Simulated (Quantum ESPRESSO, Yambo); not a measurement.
Planning a run of Yambo 5.3.0 on BaTiO3 (P4mm). The input:

```
HF_and_locXC
gw0
dyson
ppa
em1d
rim_cut
RandQpts= 1000000
RandGvec= 1 RL
EXXRLvcs= 76 Ry
VXCRLvcs= 304 Ry
Chimod= "HARTREE"
% BndsRnXp
 1 | 87 |
%
NGsBlkXp= 9 Ry
% LongDrXp
 1 | 1 | 1 |
%
% GbndRnge
 1 | 87 |
%
DysSolver= "n"
ExtendOut
PPAPntXp= 27.21138 eV
% QPkrange
 18 | 18 | 19 | 22 |
 1 | 1 | 19 | 22 |
%
```

The database entry behind the starting cell differs from later determinations by our own check (c/a about 0.6 % short), so it need not match the best structure at ambient conditions.

```sh
OMP_NUM_THREADS=1 mpirun -n 8 yambo -F gw3.in -J gw3 -C gw3 > gw3.log
```

The stored states that it reads are on a 4×4×4 mesh. It takes space group P4mm (No. 99, tetragonal). Conventional cell: a = 4.000 Å, b = 4.000 Å, c = 4.018 Å, α = 90.00°, β = 90.00°, γ = 90.00°. Nearest to Ba lie 12 O at 2.79 to 2.88 Å. Nearest to Ti lie 6 O at 1.84 to 2.18 Å. Nearest to O lie 2 Ti at 1.84 to 2.18 Å and 4 Ba at 2.83 Å. Nearest to O lie 2 Ti at 2.00 Å and 4 Ba at 2.79 to 2.88 Å. Farther neighbours and most contacts between anions are not listed.

Question: Estimate wall time and host memory on 8 MPI ranks of Arm Neoverse V2, shared host.

It took 78 s; on shared hardware allow 39 s to 2.6 min. Peak host memory was 4.3 GiB.

The screening grows as filled bands × empty bands × pairs of k points, times the square of the screening basis for the matrix.

[Paths, hosts, dates, memory and timing lines, banners, echoed tables and standing remarks are left out of the program output.]

[Logs are printed without paths, hosts, clocks, repeated set-up lines and the standing remarks that a program may print on its own settings, such as how far it seeks lower states.]

[Runs of the session that timed out or met a known fault of the program may be left out.]

[Hosts, paths, dates, database ids (printed as entryN), source tags and the programs' standing remarks are cut or masked in the printed files.]
